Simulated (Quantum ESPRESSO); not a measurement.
# Dipole at the next field: Hf2NF2 MXene, 1 layer

Method. Quantum ESPRESSO 7.5, PBE, GBRV ultrasoft; sawtooth field along the normal with dipole correction, ions clamped, threshold 1e-9 Ry; cell area 9.236 Å².

| field (V/Å) | dipole (e Å a cell) |
| --- | --- |
| 0 | 0.00000 |
| 0.1 | 0.02738 |
| 0.2 | 0.05507 |

**Question.** What is the dipole at 0.4 V/Å, and what electrostatic thickness 4πα/A follows from the rows?

**Worked estimate.** The slope is (0.05507 − (0.00000))/0.2 = 0.2753 e Å²/V, so 4πα/A = 180.95 × 0.2753/9.236 = 5.39 Å. Linear response gives p = 0.00000 + 0.2753 × (0.4) = 0.11014 e Å; a parabola through the three rows gives 0.11138.

**The withheld run.** p = 0.11623 e Å. The line misses by 5.2 % of the induced dipole and the parabola by 4.2 %. The response is clearly nonlinear; carriers moving between the faces, or electrons leaking into the vacuum, can do that.

Caveats: Electrons alone respond; local and semilocal functionals tend to overscreen.
